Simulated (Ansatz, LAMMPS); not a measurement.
**Relaxing amorphous Hg33S25Se8 (66 atoms)**

Wanted: the relaxed structure of amorphous Hg33S25Se8 (66 atoms) and its electronic structure.

Main program and level: Ansatz 0.2.0; Kohn-Sham DFT, PBEsol, PAW (set soft_2), plane waves.

Most raw output is cut from this account.

## 1. The starting structure

The cell holds 66 atoms: 33 Hg, 25 S and 8 Se. Its edges and angles: a = 12.034 Å, b = 12.034 Å, c = 12.034 Å, α = 90.0°, β = 90.0°, γ = 90.0°. 66 atoms (33 Hg, 25 S, 8 Se) placed at random at 7.67 g/cm³, melted at 2500 K for 10 ps at fixed volume with the Stillinger-Weber II-VI potential (Zhou et al., Phys. Rev. B 88, 085309 (2013)). Quenched from 2500 K to 500 K at 1000 K/ps and fixed volume, held 5 ps, then minimised at fixed cell.

What the set-up can't give: The quench rate of 1000 K/ps far exceeds what a furnace or splat quench reaches, so expect more defects and frozen-in strain than in a real sample. The network of bonds at the start is that of the classical potential that made the cell. Sampling is at Γ alone, for a cell whose shortest periodic width is 12 Å. The levels lack spin–orbit coupling, which is large for the heavy elements here.

## 2. The classical run that made the cell

A classical potential supplies the starting structure, since it reaches far longer times than DFT.

This step: classical MD, Stillinger-Weber II-VI potential (Zhou et al., Phys. Rev. B 88, 085309 (2013)) (LAMMPS 22 Jul 2025 - Update 4).

in.lmp reads:

```
# melt-quench of Hg33S25Se8
units metal
atom_style atomic
boundary p p p
region box block 0 12.0340 0 12.0340 0 12.0340
create_box 3 box
mass 1 200.5920   # Hg
mass 2 32.0600   # S
mass 3 78.9710   # Se
create_atoms 1 random 33 699039 NULL overlap 2.14 maxtry 2000
create_atoms 2 random 25 699046 NULL overlap 2.14 maxtry 2000
create_atoms 3 random 8 699053 NULL overlap 2.14 maxtry 2000
pair_style sw
pair_coeff * * CdTeZnSeHgS0.sw Hg S Se
neigh_modify delay 0 every 1 check yes
thermo_style custom step time temp pe press density
thermo_modify norm yes
timestep 0.001
thermo 100
min_style cg
minimize 1e-4 1e-4 200 2000
reset_timestep 0
velocity all create 2500 699040 mom yes dist gaussian
fix lim all nve/limit 0.05
fix lan all langevin 2500 2500 0.1 699041 zero yes
thermo 500
run 1000 post no
unfix lim
unfix lan
thermo 1666
fix md all nvt temp 2500 2500 0.1
run 10000 post no
unfix md
thermo 200
fix md all nvt temp 2500 500 0.1
run 2000 post no
unfix md
thermo 2500
fix md all nvt temp 500 500 0.1
run 5000 post no
unfix md
thermo 100
min_style cg
minimize 0 1e-3 2000 20000
write_dump all custom glass.dump id type xs ys zs modify sort id
```

Started as:

```
lmp -in in.lmp -log none -nocite
```

It took 2.1 s on 1 thread of Arm Neoverse V2, shared host; peak memory 0.068 GiB.

## 3. Single point at the start

The forces at the start show how far the geometry lies from a minimum of this functional.

input.yaml reads:

```yaml
crystal:
  lattice:
    - [12.034, 0.0, 0.0]
    - [0.0, 12.034, 0.0]
    - [0.0, 0.0, 12.034]
  atoms:
    - { symbol: Hg, position: [0.70128, 0.34283, 0.73506] }
    - { symbol: Hg, position: [0.22436, 0.20238, 0.61607] }
    - { symbol: Hg, position: [0.08938, 0.61161, 0.50047] }
    - { symbol: Hg, position: [0.27212, 0.49503, 0.13876] }
    - { symbol: Hg, position: [0.71558, 0.78086, 0.9923] }
    - { symbol: Hg, position: [0.42424, 0.78849, 0.15742] }
    - { symbol: Hg, position: [0.90996, 0.55346, 0.22903] }
    - { symbol: Hg, position: [0.55016, 0.10819, 0.57568] }
[... 54 atom lines left out ...]
    - { symbol: Se, position: [0.92854, 0.32956, 0.25531] }
    - { symbol: Se, position: [0.76187, 0.57475, 0.06651] }
    - { symbol: Se, position: [0.10128, 0.0475, 0.48426] }
    - { symbol: Se, position: [0.44034, 0.88158, 0.4592] }
kpoints:
  mp_grid: { grid: [1, 1, 1] }
hamiltonian:
  xc: pbesol
scf:
  occupations: { method: gaussian, width: 0.025 }
output:
  forces: true
  stress: true
  populations: true
  dos:
    method: { smearing: { sigma: 0.08 } }
    de: 0.1
    projected: { site_lists: { Hg: [Hg], S: [S], Se: [Se] } }
  eigenvalues: true
```

Started as:

```
ansatz run input.yaml --threads 4 --pin off --max-ram 8192MiB --backend cpu --events-out ev --progress --plain --runs-dir out
```

Wall time 48 s (4 threads of Arm Neoverse V2, shared host); peak memory 2.7 GiB; 3 min of CPU time.

The run gave:

```yaml
free_energy: -516545.8938 eV
free_energy_per_atom: -7826.4529 eV/atom
scf_cycles: 16
pressure: -3.258 GPa
r_m_s_force_component: 0.378 eV/Å
longest_force: 1.674 eV/Å
fermi_energy: 8.27 eV
levels_partly_filled_by_over_2_per_cent: 2
spilling_of_the_projection: 0.007606
```

The r.m.s. force component of 0.38 eV/Å and the pressure of -3.3 GPa set the starting point.

Length of the force by element:

| element | coordination | atoms | mean length of the force (eV/Å) | spread | least | most |
| --- | --- | --- | --- | --- | --- | --- |
| Hg | all | 33 | 0.496 | 0.173 | 0.193 | 0.948 |
| S | all | 25 | 0.738 | 0.372 | 0.192 | 1.67 |
| Se | all | 8 | 0.409 | 0.309 | 0.121 | 0.948 |

## 4. Relaxation

The atoms are relaxed in the fixed cell, aiming at the force tolerance of the input.

input.yaml, the sections that differ from step 3:

```yaml
output:
  forces: true
relax:
  f_tol: 0.03
  max_steps: 96
# crystal, kpoints, hamiltonian, scf: as in step 3
```

The job ended after 19 min (4 threads; peak memory 2.7 GiB).

Step by step (22 of 60):

| step | energy less that of the first step (eV) | largest force component (eV/Å) |
| --- | --- | --- |
| 1 | 0.0000 | 1.3274 |
| 4 | -7.0727 | 0.8155 |
| 7 | -10.4182 | 0.6128 |
| 9 | -12.2133 | 3.0515 |
| 12 | -13.9334 | 0.2735 |
| 15 | -14.7469 | 0.1731 |
| 18 | -15.5234 | 0.2229 |
| 21 | -16.1627 | 0.1368 |
| 23 | -16.4552 | 0.2969 |
| 26 | -16.7233 | 0.3914 |
| 29 | -16.9083 | 0.0974 |
| 32 | -16.9399 | 0.2070 |
| 35 | -17.0090 | 0.1467 |
| 38 | -17.0840 | 0.1980 |
| 40 | -17.2227 | 0.1047 |
| 43 | -17.2740 | 0.3811 |
| 46 | -17.5310 | 0.1721 |
| 49 | -17.6717 | 0.1658 |
| 52 | -17.7752 | 0.2758 |
| 54 | -17.8131 | 0.2062 |
| 57 | -17.8449 | 0.1026 |
| 60 | -17.8503 | 0.0187 |

Relaxation steps 32, 43, 58 were tried and not accepted.

The atoms that moved most (Å):

| atom | dx | dy | dz | length |
| --- | --- | --- | --- | --- |
| Hg1 | 0.234 | 0.404 | 2.892 | 2.929 |
| Hg15 | 0.379 | -2.150 | 0.811 | 2.329 |
| Hg26 | 0.060 | 1.176 | -1.594 | 1.982 |
| Hg11 | -0.584 | 0.867 | 1.647 | 1.951 |
| S40 | 0.559 | -1.725 | 0.412 | 1.859 |
| Hg10 | 1.240 | -0.061 | -1.333 | 1.821 |
| S36 | -0.958 | 0.778 | -1.224 | 1.738 |
| Hg19 | -1.546 | -0.089 | -0.554 | 1.645 |

The relaxation changed the energy by -270 meV/atom, and atoms moved by 1.1 Å r.m.s., 2.9 Å at most.

## 5. Local order after relaxation

Density 7.67 g/cm³, 26.41 Å³ an atom.

Pair distribution functions g(r), in bins of 0.2 Å:

| r (Å) | total | Hg-Hg | Hg-S | Hg-Se | S-S | S-Se | Se-Se |
| --- | --- | --- | --- | --- | --- | --- | --- |
| 2.00 | 0.22 | 0.00 | 0.00 | 0.00 | 1.54 | 0.00 | 0.00 |
| 2.20 | 0.00 | 0.00 | 0.00 | 0.00 | 0.00 | 0.00 | 0.00 |
| 2.40 | 2.37 | 0.00 | 5.54 | 2.16 | 0.00 | 0.00 | 0.00 |
| 2.60 | 1.08 | 0.37 | 1.37 | 3.88 | 0.00 | 0.00 | 0.00 |
| 2.80 | 1.11 | 0.17 | 1.85 | 3.06 | 0.00 | 0.00 | 0.00 |
| 3.00 | 0.64 | 0.15 | 1.21 | 0.88 | 0.23 | 0.00 | 0.00 |
| 3.20 | 0.77 | 0.74 | 1.06 | 0.79 | 0.64 | 0.00 | 0.00 |
| 3.40 | 0.63 | 0.76 | 0.58 | 0.45 | 0.38 | 0.58 | 3.92 |
| 3.60 | 1.37 | 2.26 | 0.78 | 0.61 | 2.23 | 1.30 | 0.00 |
| 3.80 | 1.45 | 2.21 | 0.70 | 1.45 | 1.67 | 2.14 | 1.52 |
| 4.00 | 1.47 | 1.58 | 1.00 | 0.99 | 2.35 | 2.60 | 0.00 |
| 4.20 | 0.97 | 1.67 | 0.66 | 0.14 | 1.12 | 0.79 | 3.70 |
| 4.40 | 1.00 | 0.72 | 0.99 | 0.69 | 1.03 | 1.79 | 3.35 |
| 4.60 | 1.08 | 1.02 | 0.95 | 1.00 | 1.77 | 0.65 | 2.02 |
| 4.80 | 1.03 | 0.93 | 0.72 | 0.68 | 1.46 | 1.94 | 3.76 |
| 5.00 | 0.60 | 0.82 | 0.47 | 0.52 | 0.53 | 0.84 | 0.00 |
| 5.20 | 0.92 | 0.61 | 1.09 | 1.36 | 0.99 | 0.50 | 0.00 |
| 5.40 | 0.88 | 0.65 | 1.07 | 1.07 | 0.68 | 0.71 | 1.53 |
| 5.60 | 0.95 | 0.77 | 1.23 | 1.09 | 0.78 | 0.45 | 0.00 |
| 5.80 | 1.00 | 1.21 | 1.23 | 1.02 | 0.60 | 0.20 | 0.00 |

## 6. Single point at the relaxed geometry

One more single point at the end of the walk gives the fuller output and checks the residual forces.

input.yaml reads:

```yaml
crystal:
  lattice:
    - [12.034, 0.0, 0.0]
    - [0.0, 12.034, 0.0]
    - [0.0, 0.0, 12.034]
  atoms:
    - { symbol: Hg, position: [0.72071, 0.37644, 0.97535] }
    - { symbol: Hg, position: [0.24821, 0.21006, 0.69604] }
    - { symbol: Hg, position: [0.06667, 0.70207, 0.59521] }
    - { symbol: Hg, position: [0.27632, 0.50321, 0.07998] }
    - { symbol: Hg, position: [0.75727, 0.8508, 0.08314] }
    - { symbol: Hg, position: [0.3664, 0.77646, 0.13259] }
    - { symbol: Hg, position: [0.92618, 0.63989, 0.22648] }
    - { symbol: Hg, position: [0.54608, 0.05253, 0.51949] }
[... 54 atom lines left out ...]
    - { symbol: Se, position: [0.9173, 0.32527, 0.24499] }
    - { symbol: Se, position: [0.76841, 0.60467, 0.09624] }
    - { symbol: Se, position: [0.13686, 0.06784, 0.44106] }
    - { symbol: Se, position: [0.46139, 0.83569, 0.49663] }
kpoints:
  mp_grid: { grid: [1, 1, 1] }
hamiltonian:
  xc: pbesol
scf:
  occupations: { method: gaussian, width: 0.025 }
output:
  forces: true
  stress: true
  populations: true
  dos:
    method: { smearing: { sigma: 0.08 } }
    de: 0.1
    projected: { site_lists: { Hg: [Hg], S: [S], Se: [Se] } }
  eigenvalues: true
  write_density: true
  write_potential: true
  volumetric_format: npy
```

The job ended after 45 s (4 threads; peak memory 2.7 GiB).

The run gave:

| Quantity | Value |
| --- | --- |
| free energy | -516563.7441 eV |
| free energy per atom | -7826.7234 eV/atom |
| SCF cycles | 10 |
| pressure | 0.3886 GPa |
| r.m.s. force component | 0.00575 eV/Å |
| longest force | 0.02385 eV/Å |
| Fermi energy | 8.569 eV |
| gap (highest filled to lowest empty level) | 0.8101 eV |
| spilling of the projection | 0.007707 |

States in the cell by windows of 1 eV, zero at the Fermi level; the larger projections on atomic orbitals stand beside the total:

| from (eV) | to (eV) | total | Hg d | S p | Hg s | Se p | S s |
| --- | --- | --- | --- | --- | --- | --- | --- |
| -14 | -13 | 40.8 | 3.2 | 0.7 | 3.6 | 0.1 | 24.5 |
| -13 | -12 | 15.0 | 0.9 | 0.1 | 0.5 | 0.1 | 8.4 |
| -12 | -11 | 2.0 | 0.1 | 0.2 | 0.1 | 0.0 | 1.6 |
| -11 | -10 | 2.0 | 0.1 | 0.3 | 0.1 | 0.0 | 1.5 |
| -10 | -9 | 0.0 | 0.0 | 0.0 | 0.0 | 0.0 | 0.0 |
| -9 | -8 | 29.4 | 22.0 | 4.7 | 1.3 | 0.5 | 0.6 |
| -8 | -7 | 156.6 | 140.0 | 9.0 | 2.6 | 3.0 | 1.3 |
| -7 | -6 | 144.6 | 136.0 | 3.5 | 1.9 | 1.2 | 1.3 |
| -6 | -5 | 30.9 | 8.5 | 9.3 | 9.3 | 2.0 | 1.1 |
| -5 | -4 | 32.9 | 5.5 | 12.2 | 9.9 | 3.3 | 1.1 |
| -4 | -3 | 34.3 | 3.0 | 20.4 | 3.8 | 5.0 | 0.7 |
| -3 | -2 | 40.9 | 3.0 | 25.0 | 2.1 | 8.4 | 0.5 |
| -2 | -1 | 47.4 | 3.5 | 28.0 | 1.9 | 11.5 | 0.3 |
| -1 | 0 | 11.0 | 0.8 | 5.3 | 0.8 | 3.5 | 0.1 |
| 0 | 1 | 9.3 | 0.4 | 2.9 | 3.2 | 1.0 | 0.4 |
| 1 | 2 | 32.5 | 0.9 | 9.5 | 11.0 | 3.2 | 0.9 |
| 2 | 3 | 33.1 | 0.7 | 9.2 | 8.2 | 2.6 | 0.5 |
| 3 | 4 | 26.6 | 0.2 | 2.3 | 1.7 | 0.6 | 0.1 |
| 4 | 5 | 33.3 | 0.1 | 1.6 | 1.1 | 0.5 | 0.1 |

The curve was stored every 0.100 eV, coarse against its broadening of 0.08 eV, so these counts are rough.

Between -26 and -14 eV lie 6 more states.

The stored curve holds about 594 of the 938 electrons; the rest, give or take the few that broadening carries across the Fermi level, lie in deeper levels below its range.

The levels nearest the highest filled one (over half full), pooled over k-points and spins:

| level less the highest filled one (eV) | occupation |
| --- | --- |
| -0.562 | 2 |
| -0.495 | 2 |
| -0.361 | 2 |
| -0.285 | 2 |
| -0.212 | 2 |
| 0 | 2 |
| 0.810 | 0 |
| 1.21 | 0 |
| 1.33 | 0 |
| 1.36 | 0 |
| 1.45 | 0 |
| 1.49 | 0 |

Electrostatic potential energy in the ac plane at fractional y = 0.162, with atoms of Hg and S and Se within 0.2 Å of it. With pseudopotentials it is smooth inside the atoms' cores, unlike the true potential.

Values in eV, 13 rows by 16 columns, each cell a mean:
```
 11  11  10  12  12   3 -14   1  10  12  12  12   8   5   9  10
  2  12  13  13  12  10   6   9  11  10  10  12  11   7 -14 -22
 -6  11  11   8   8  11   9   8  11  10  11  12  12   7 -27 -35
  8  10   8 -18 -24   2 -20 -24   2  12  12  13  13  11   5   1
 10  11   9  -8 -13   5  -8 -13   7  12  13  12  11  11   9   6
 -1  12  12  11  11  12  12  11  10  11  12  11   9   8 -18 -29
  2  10   9  12  13  13  12  10   9  10  12  11  11   9 -12 -22
 11   8   7  11  13  12  -1  -6  -2  11  11   7   8  11  11  10
  7 -10  -1  11  12  10  -5  -5  -4  10  10   5   7  11  13  12
  4 -20  -7  10  12  11   9   6   4 -11  -3  10   9   7  11  12
 11   8   9  12  13  12  12  11 -10 -36 -28   5 -17 -31  -7  11
 11  -7 -18   3  13  13  12  11   5 -10  -2   8 -17 -30  -6  11
 11 -12 -22   1  12   9   5   6   9  12  12  12   9   7  10  12
```
Columns run along a (12.0 Å; values clipped at the 3rd and 97th percentile), rows up along c (12.0 Å). Atoms in or near the plane, at fractional coordinates: Hg at (0.83, 0.15), Hg at (0.60, 0.19), Hg at (0.94, 0.82), S at (0.44, 0.70), S at (0.14, 0.06), Se at (0.46, 0.37).

Valence density in the ac plane at fractional y = 0.162, with atoms of Hg and S and Se within 0.2 Å of it. It is the smooth field of the valence electrons, not physical close to the nuclei.

Ten steps, logarithmic in the rise over the least value, from '0' (0 e/Å³) to '9' (18 e/Å³), each cell a mean:
```
0011221100123443221000000122221000
0000000000023443210000000122222111
2100000000011221100000000011223555
5200000000000010000011000001136888
5210000011000111110000000000136898
3110011343212333321000000000024665
1111113576433433431000000000001222
1111113676433433431000000000000011
1111112344222333321000000111111121
3110000111100111110000000111123555
4210000000000000011100000111125787
4211110000000000111110000000125787
2111111000000011211100000000012454
1111221000001235432100011111000111
0112221000001369963100112221000000
1234321000012369963100112221000000
1356632000011234432111111111000000
1356531000000111222344211111110000
0123321000000000124788631134542100
0011111000000000125899732368875200
0112332100000000024677522368986210
0133344210000000112233211246764100
0133234310000111111110000122321000
0123343210012332221100000012211000
```
Columns run along a (12.0 Å), rows up along c (12.0 Å). Atoms in or near the plane, at fractional coordinates: Hg at (0.83, 0.15), Hg at (0.60, 0.19), Hg at (0.94, 0.82), S at (0.44, 0.70), S at (0.14, 0.06), Se at (0.46, 0.37).

Local excerpt of 12 atoms (numbers count through the whole input) about Se64, one of the 8 Se atoms; x, y, z are measured from there.

| atom | x | y | z | distance (Å) |
| --- | --- | --- | --- | --- |
| Se64 | 0.00 | 0.00 | 0.00 | 0.00 |
| Hg25 | -1.59 | -1.11 | 1.57 | 2.50 |
| Hg7 | 1.90 | 0.42 | 1.57 | 2.50 |
| Hg5 | -0.13 | 2.96 | -0.16 | 2.97 |
| Hg1 | -0.57 | -2.75 | -1.45 | 3.16 |
| S44 | 2.11 | 2.52 | -0.89 | 3.41 |
| Hg28 | 2.90 | 0.00 | -2.42 | 3.78 |
| S55 | 3.66 | -0.89 | -0.30 | 3.78 |
| S39 | -3.80 | 0.05 | -0.26 | 3.81 |
| Hg24 | -1.49 | 2.19 | 2.80 | 3.86 |
| S43 | -2.56 | -2.95 | -0.26 | 3.92 |
| S48 | 1.46 | -2.63 | -2.60 | 3.97 |

## 7. Results

```yaml
energy_change_in_the_relaxation: -270.5 meV/atom
r_m_s_displacement: 1.143 Å
largest_displacement: 2.929 Å
free_energy_per_atom: -7826.7234 eV/atom
pressure: 0.3886 GPa
r_m_s_force_component: 0.00575 eV/Å
spacing_of_highest_filled_and_lowest_empty_level: 0.8101 eV
wall_time_of_the_3_dft_runs: 21 min
```

Relaxation lowers the energy by 270 meV/atom and moves atoms by 1.1 Å r.m.s.; the r.m.s. force component goes from 0.38 to 0.0057 eV/Å, the pressure goes from -3.3 to 0.39 GPa. From the first step to the last the energy fell by 17.850 eV, and the largest move was 2.93 Å (Hg1). Between filled and empty levels lie 0.810 eV (at Γ alone); a semilocal functional tends to put such gaps too low. In a disordered cell it changes from sample to sample, and tail or defect levels can set it.

Caveats: The network of bonds at the start is that of the classical potential that made the cell; in DFT atoms moved by 1.1 Å r.m.s.

[Logs are printed without paths, hosts, clocks, repeated set-up lines and the standing remarks that a program may print on its own settings, such as how far it seeks lower states.]

[Hosts, paths, dates, database ids (printed as entryN), source tags and the programs' standing remarks are cut or masked in the printed files.]
